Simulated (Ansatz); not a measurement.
Consider CdS (Greenockite).

Symmetry: P6_3mc, No. 186, hexagonal system. The conventional cell has a = 4.137 Å, b = 4.137 Å, c = 6.714 Å, α = 90.00°, β = 90.00°, γ = 120.00°. Cd has 4 S at 2.52 to 2.53 Å nearest. S has 4 Cd at 2.52 to 2.53 Å nearest. Farther neighbours and most contacts between anions are not listed.

```xyz
4
Lattice="4.1370 0.0000 0.0000 -2.0685 3.5827 0.0000 0.0000 0.0000 6.7144" Properties=species:S:1:pos:R:3 pbc="T T T"
Cd    2.0685    1.1942    0.0000
Cd    0.0000    2.3885    3.3572
S     2.0685    1.1942    2.5179
S     0.0000    2.3885    5.8751
```

The cell and positions come from the Crystallography Open Database and are kept as given unless a step says otherwise. PAW set soft_2, made with PBE.

Gaps computed with Ansatz 0.2.0 without a self-energy: LDA 0.93 eV, PBE 1.22 eV, PBE+SOC 1.20 eV, r2SCAN 1.68 eV, HSE06 2.24 eV and DDH-PBE0 2.32 eV. The mean ε∞ by PBE perturbation theory is 6.01.

Estimate the G0W0@PBE gap with 6×6×2 mesh, 639 empty bands, screening to 200 eV, default PAW files.

About 2.02 eV: on its mesh the run moves the gap from 1.22 eV by +0.80 eV. Among the scalar-relativistic levels given, HSE06 is nearest (+0.22 eV). One-shot corrections scale roughly with one over ε∞, here 0.17. Bands and cutoff are finite, so the gap is not at the basis limit. The miss can reach some tenths of an eV and take either sign; the mesh is an error of its own. The 6×6×2 mesh is coarse for this cell (its supercell is 13 Å along the shortest edge). The RPA ε∞ on it, from the PBE start, is 6.97 and 7.13; such meshes misread the long-range screening, most where the gap is narrow. The many-body steps are scalar-relativistic: spin-orbit coupling is not in them.

[Paths, hosts, dates, memory and timing lines, banners, echoed tables and standing remarks are left out of the program output.]

[Logs are printed without paths, hosts, clocks, repeated set-up lines and the standing remarks that a program may print on its own settings, such as how far it seeks lower states.]

[Runs of the session that timed out or met a known fault of the program may be left out.]

[Cells called generated may have been cut or substituted from an entry of the Crystallography Open Database or the Materials Project.]

[Hosts, paths, dates, database ids (printed as entryN), source tags and the programs' standing remarks are cut or masked in the printed files.]
